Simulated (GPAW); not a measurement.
# Quasiparticle gap of CdSe (Cadmoselite) in GPAW

Wanted: ground state, empty states, screening and self-energy for CdSe (Cadmoselite).

Program: GPAW 26.7.0. Level of theory: LDA and many-body steps on it, plane waves. Results are calculated unless marked as measured.

This is a report of a sequence of runs, with most program output left out.

The database entry behind the starting cell differs from later determinations by our own check (inner coordinate of an old entry), so it need not match the best structure at ambient conditions.

## Step 1: Set-up

It takes space group P6_3mc (No. 186, hexagonal). The conventional cell has a = 4.300 Å, b = 4.300 Å, c = 7.020 Å, α = 90.00°, β = 90.00°, γ = 120.00°. Nearest to Cd lie 4 Se at 2.61 to 2.70 Å. Se has 4 Cd at 2.61 to 2.70 Å nearest. Farther neighbours and most contacts between anions are not listed.

The cell and positions come from the Crystallography Open Database and are kept as given unless a step says otherwise.

## Step 2: Ground state

This step: GPAW 26.7.0; DFT, LDA, plane waves, PAW.

The ground-state density comes first.

Contents of run.py:

```python
import json
import numpy as np
from gpaw.mpi import world
from ase import Atoms
from gpaw import GPAW, PW, FermiDirac

atoms = Atoms(['Cd', 'Cd', 'Se', 'Se'],
    cell=[[4.3000000000, 0.0000000000, 0.0000000000],
      [-2.1500000000, 3.7239092363, 0.0000000000],
      [0.0000000000, 0.0000000000, 7.0200000000]],
    scaled_positions=[[0.3333333333, 0.6666666667, 0.0000000000],
      [0.6666666667, 0.3333333333, 0.5000000000],
      [0.3333333333, 0.6666666667, 0.3850000000],
      [0.6666666667, 0.3333333333, 0.8850000000]],
    pbc=(True, True, True))
calc = GPAW(mode=PW(450),
    xc='LDA',
    kpts={'size': (6, 6, 4), 'gamma': True},
    occupations=FermiDirac(0.001),
    nbands=-8,
    convergence={'density': 1e-6, 'bands': -3},
    maxiter=100,
    txt='gs.txt')
atoms.calc = calc
res = {'energy': atoms.get_potential_energy()}
kpts = calc.get_ibz_k_points()
res['kpts'] = kpts
res['eigenvalues'] = [calc.get_eigenvalues(kpt=k) for k in range(len(kpts))]
res['n_electrons'] = calc.get_number_of_electrons()
calc.write('gs.gpw')

if world.rank == 0:
    with open('result.json', 'w') as f:
        json.dump(res, f, default=lambda x: x.tolist())
```

Run with:

```sh
$ mpirun -n 8 gpaw python run.py
```

Wall time 6.5 s (8 MPI ranks of INTEL XEON PLATINUM 8581C at 2.10GHz (Emerald Rapids), shared host); peak memory 1.5 GiB; 50 s of CPU time.

Numbers from this step:

```yaml
total_energy: -13.82 eV
gap: 0.4228 eV
k_of_the_valence_top: 0, 0, 0
k_of_the_conduction_bottom: 0, 0, 0
least_direct_gap: 0.4228 eV
```

The gap is direct, at Γ.

## Step 3: Bands along the symmetry lines

The cheap functional maps the bands first; the places of the edges decide which points the dearer methods must see.

Contents of run.py:

```python
import json
import numpy as np
from gpaw.mpi import world
from gpaw import GPAW

path = [[0.000000, 0.000000, 0.000000],
    [0.062500, 0.000000, 0.000000],
    [0.125000, 0.000000, 0.000000],
    [0.187500, 0.000000, 0.000000],
    [0.250000, 0.000000, 0.000000],
    [0.312500, 0.000000, 0.000000],
    [0.375000, 0.000000, 0.000000],
    [0.437500, 0.000000, 0.000000],
    [0.500000, 0.000000, 0.000000],
    [0.479167, 0.041667, 0.000000],
    [0.458333, 0.083333, 0.000000],
    [0.437500, 0.125000, 0.000000],
    [0.416667, 0.166667, 0.000000],
    [0.395833, 0.208333, 0.000000],
    [0.375000, 0.250000, 0.000000],
    [0.354167, 0.291667, 0.000000],
    [0.333333, 0.333333, 0.000000],
    [0.291667, 0.291667, 0.000000],
    [0.250000, 0.250000, 0.000000],
    [0.208333, 0.208333, 0.000000],
    [0.166667, 0.166667, 0.000000],
    [0.125000, 0.125000, 0.000000],
    [0.083333, 0.083333, 0.000000],
    [0.041667, 0.041667, 0.000000],
    [0.000000, 0.000000, 0.000000],
    [0.000000, 0.000000, 0.062500],
    [0.000000, 0.000000, 0.125000],
    [0.000000, 0.000000, 0.187500],
    [0.000000, 0.000000, 0.250000],
    [0.000000, 0.000000, 0.312500],
    [0.000000, 0.000000, 0.375000],
    [0.000000, 0.000000, 0.437500],
    [0.000000, 0.000000, 0.500000],
    [0.062500, 0.000000, 0.500000],
    [0.125000, 0.000000, 0.500000],
    [0.187500, 0.000000, 0.500000],
    [0.250000, 0.000000, 0.500000],
    [0.312500, 0.000000, 0.500000],
    [0.375000, 0.000000, 0.500000],
    [0.437500, 0.000000, 0.500000],
    [0.500000, 0.000000, 0.500000],
    [0.479167, 0.041667, 0.500000],
    [0.458333, 0.083333, 0.500000],
    [0.437500, 0.125000, 0.500000],
    [0.416667, 0.166667, 0.500000],
    [0.395833, 0.208333, 0.500000],
    [0.375000, 0.250000, 0.500000],
    [0.354167, 0.291667, 0.500000],
    [0.333333, 0.333333, 0.500000],
    [0.291667, 0.291667, 0.500000],
    [0.250000, 0.250000, 0.500000],
    [0.208333, 0.208333, 0.500000],
    [0.166667, 0.166667, 0.500000],
    [0.125000, 0.125000, 0.500000],
    [0.083333, 0.083333, 0.500000],
    [0.041667, 0.041667, 0.500000],
    [0.000000, 0.000000, 0.500000],
    [0.500000, 0.000000, 0.500000],
    [0.500000, 0.000000, 0.437500],
    [0.500000, 0.000000, 0.375000],
    [0.500000, 0.000000, 0.312500],
    [0.500000, 0.000000, 0.250000],
    [0.500000, 0.000000, 0.187500],
    [0.500000, 0.000000, 0.125000],
    [0.500000, 0.000000, 0.062500],
    [0.500000, 0.000000, 0.000000],
    [0.333333, 0.333333, 0.500000],
    [0.333333, 0.333333, 0.437500],
    [0.333333, 0.333333, 0.375000],
    [0.333333, 0.333333, 0.312500],
    [0.333333, 0.333333, 0.250000],
    [0.333333, 0.333333, 0.187500],
    [0.333333, 0.333333, 0.125000],
    [0.333333, 0.333333, 0.062500],
    [0.333333, 0.333333, 0.000000]]
calc = GPAW('gs.gpw').fixed_density(kpts=path,
    symmetry='off',
    nbands=28,
    convergence={'bands': 24},
    txt='bands.txt')
res = {}
kpts = calc.get_ibz_k_points()
res['kpts'] = kpts
res['eigenvalues'] = [calc.get_eigenvalues(kpt=k) for k in range(len(kpts))]
res['n_electrons'] = calc.get_number_of_electrons()

if world.rank == 0:
    with open('result.json', 'w') as f:
        json.dump(res, f, default=lambda x: x.tolist())
```

Run with:

```sh
$ mpirun -n 8 gpaw python run.py
```

The job ended after 11 s (8 MPI ranks; peak memory 1.6 GiB; 86 s of CPU time).

This step gave:

| Quantity | Value |
| --- | --- |
| gap | 0.4228 eV |
| k of the valence top | 0, 0, 0 |
| k of the conduction bottom | 0, 0, 0 |
| least direct gap | 0.4228 eV |

The gap is 0.423 eV, as in the run before at this level.

The electronic bands at the labelled points (eV, zero at the top of the highest filled band):

| point | band 15 | band 16 | band 17 | band 18 | band 19 | band 20 | band 21 | band 22 |
| --- | --- | --- | --- | --- | --- | --- | --- | --- |
| Γ | -0.74 | -0.02 | 0.00 | 0.00 | 0.42 | 1.89 | 5.72 | 5.72 |
| halfway | -2.25 | -1.38 | -0.46 | -0.44 | 2.42 | 3.25 | 5.01 | 5.72 |
| M | -2.63 | -1.90 | -1.28 | -0.86 | 3.03 | 3.12 | 4.64 | 5.96 |
| halfway | -2.72 | -2.19 | -1.45 | -1.35 | 3.76 | 4.09 | 4.49 | 5.93 |
| K | -3.15 | -1.83 | -1.83 | -1.83 | 4.20 | 4.64 | 4.64 | 6.87 |
| halfway | -2.55 | -1.74 | -0.78 | -0.58 | 2.87 | 3.91 | 4.95 | 5.35 |
| Γ | -0.74 | -0.02 | 0.00 | 0.00 | 0.42 | 1.89 | 5.72 | 5.72 |
| halfway | -0.64 | -0.64 | -0.12 | -0.12 | 1.52 | 1.99 | 5.51 | 5.81 |
| A | -0.38 | -0.38 | -0.38 | -0.38 | 2.11 | 2.11 | 5.62 | 5.62 |
| halfway | -1.38 | -1.38 | -0.94 | -0.94 | 3.19 | 3.19 | 4.79 | 4.79 |
| L | -1.42 | -1.42 | -1.33 | -1.33 | 2.78 | 2.78 | 4.63 | 4.63 |
| halfway | -2.08 | -2.08 | -1.15 | -1.15 | 3.31 | 3.31 | 5.08 | 5.08 |
| H | -2.55 | -2.55 | -1.08 | -1.08 | 3.61 | 3.61 | 5.73 | 5.73 |
| halfway | -1.41 | -1.41 | -1.26 | -1.26 | 3.57 | 3.57 | 4.78 | 4.78 |
| A | -0.38 | -0.38 | -0.38 | -0.38 | 2.11 | 2.11 | 5.62 | 5.62 |
| jump to L | -1.42 | -1.42 | -1.33 | -1.33 | 2.78 | 2.78 | 4.63 | 4.63 |
| halfway | -2.15 | -1.77 | -1.09 | -1.03 | 2.62 | 3.17 | 4.99 | 5.03 |
| M | -2.63 | -1.90 | -1.28 | -0.86 | 3.03 | 3.12 | 4.64 | 5.96 |
| jump to H | -2.55 | -2.55 | -1.08 | -1.08 | 3.61 | 3.61 | 5.73 | 5.73 |
| halfway | -2.98 | -2.06 | -1.46 | -1.46 | 4.15 | 4.15 | 4.66 | 6.23 |
| K | -3.15 | -1.83 | -1.83 | -1.83 | 4.20 | 4.64 | 4.64 | 6.87 |

## Step 4: Empty states on the mesh, 3×3×2 mesh, 366 bands

The sums over transitions need many empty states on a uniform mesh; this step solves for them.

Contents of run.py:

```python
import json
import numpy as np
from gpaw.mpi import world
from gpaw import GPAW

calc = GPAW('gs.gpw').fixed_density(kpts={'size': (3, 3, 2), 'gamma': True},
    parallel={'domain': 1, 'band': 1},
    txt='nscf.txt')
calc.diagonalize_full_hamiltonian(nbands=366)
calc.write('full.gpw', mode='all')
res = {}
kpts = calc.get_ibz_k_points()
res['kpts'] = kpts
res['eigenvalues'] = [calc.get_eigenvalues(kpt=k) for k in range(len(kpts))]
res['n_electrons'] = calc.get_number_of_electrons()

if world.rank == 0:
    with open('result.json', 'w') as f:
        json.dump(res, f, default=lambda x: x.tolist())
```

Run with:

```sh
$ mpirun -n 6 gpaw python run.py
```

Elapsed: 12 s, on 6 MPI ranks; peak memory 3.3 GiB; 71 s of CPU time.

Numbers from this step:

* gap: 0.4228 eV
* k of the valence top: 0, 0, 0
* k of the conduction bottom: 0, 0, 0
* least direct gap: 0.4228 eV
* k points computed: 6
* lowest point of the top converged band, above the valence top: 114.2405 eV

On this mesh the gap is 0.423 eV.

## Step 5: Screening and self-energy, 3×3×2 mesh, 356 bands, screening to 125 eV

Now the one-shot GW correction: screening in the RPA, then the self-energy of the levels asked for.

This step: G0W0 on LDA, plane waves, PAW.

Contents of run.py:

```python
import json
import numpy as np
from gpaw.mpi import world
from gpaw.response.g0w0 import G0W0

gw = G0W0('full.gpw',
    filename='gw',
    kpts=[0],
    bands=(16, 20),
    ecut=125,
    nbands=356,
    integrate_gamma='WS',
    ppa=True)
gw.calculate()
res = {mode: {k: v for k, v in r.items() if k != 'sigma_eskwn'}
       for mode, r in gw.all_results.items()}

if world.rank == 0:
    with open('result.json', 'w') as f:
        json.dump(res, f, default=lambda x: x.tolist())
```

Run with:

```sh
$ mpirun -n 8 gpaw python run.py
```

Wall time 54 s (8 MPI ranks); peak memory 3.4 GiB; 7.2 min of CPU time.

Numbers from this step:

| Item | Value |
| --- | --- |
| G0W0 gap on the points computed | 1.319 eV |
| least direct G0W0 gap on the computed points | 1.319 eV |
| Z at the valence top | 0.7850 |
| Z at the conduction bottom | 0.8043 |
| starting gap on the mesh | 0.4228 eV |
| k of the valence top | 0, 0, 0 |
| k of the conduction bottom | 0, 0, 0 |

The gap on the mesh goes from 0.42 eV to 1.32 eV, a correction of +0.90 eV.

Limits: finite bands, cutoff and mesh; no spin-orbit coupling; coarse k mesh. v1 is the top filled band, c1 the lowest empty one. Levels before and after the correction, in eV, zero at the valence-band top of each column:

|  | conduction bottom | valence top |
| --- | --- | --- |
| Kohn-Sham | 0.42 | 0.00 |
| G0W0 | 1.32 | 0.00 |

|  | level | energy (eV) |
| --- | --- | --- |
| Kohn-Sham | Γ v2-v1 | 0.000 |
| Kohn-Sham | Γ c1 | 0.423 |
| Kohn-Sham | Γ c2 | 1.890 |
| G0W0 | Γ v2-v1 | 0.000 |
| G0W0 | Γ c1 | 1.319 |
| G0W0 | Γ c2 | 2.813 |

## Step 6: Where the time went

Times are wall times on the hardware named with each run, good to a factor of about two.

| step | time | share | memory (GiB) |
| --- | --- | --- | --- |
| ground state | 6.5 s | 8 % | 1.5 |
| bands along the symmetry lines | 11 s | 13 % | 1.6 |
| empty states on the mesh | 12 s | 14 % | 3.3 |
| screening and self-energy | 54 s | 65 % | 3.4 |

## Step 7: Outcome

```json
{"LDA gap": "0.42 eV, direct", "G0W0 gap on the mesh": "1.32 eV", "GW settings": "3×3×2 mesh, 356 bands, screening to 125 eV, Godby-Needs plasmon pole", "known limits": "not at the basis limit; no spin-orbit coupling; coarse k mesh"}
```

In words: G0W0 moves the gap on the mesh from 0.42 eV to 1.32 eV (+0.90 eV), with Z of 0.79 and 0.80 at the edges. Only 1 of the mesh's irreducible points was corrected, so a valley elsewhere could overtake. The dearest step here is «screening and self-energy». Bands and cutoff are finite, so the gap is not at the basis limit. The miss can reach some tenths of an eV and take either sign; the mesh is an error of its own. These stock PAW sets were not made for GW; the filled d or f shell of Se lies in the frozen core, which bears on start and correction. In the G0W0 run levels were corrected at 1 k point alone, so a gap called «on the mesh» is the least over those, and an edge elsewhere would be missed. The 3×3×2 mesh is coarse for this cell, which bears on the long-range parts of exchange and screening. The many-body steps are scalar-relativistic: spin-orbit coupling is not in them.

[Paths, hosts, dates, memory and timing lines, banners, echoed tables and standing remarks are left out of the program output.]

[Logs are printed without paths, hosts, clocks, repeated set-up lines and the standing remarks that a program may print on its own settings, such as how far it seeks lower states.]

[Runs of the session that timed out or met a known fault of the program may be left out.]

[Hosts, paths, dates, database ids (printed as entryN), source tags and the programs' standing remarks are cut or masked in the printed files.]
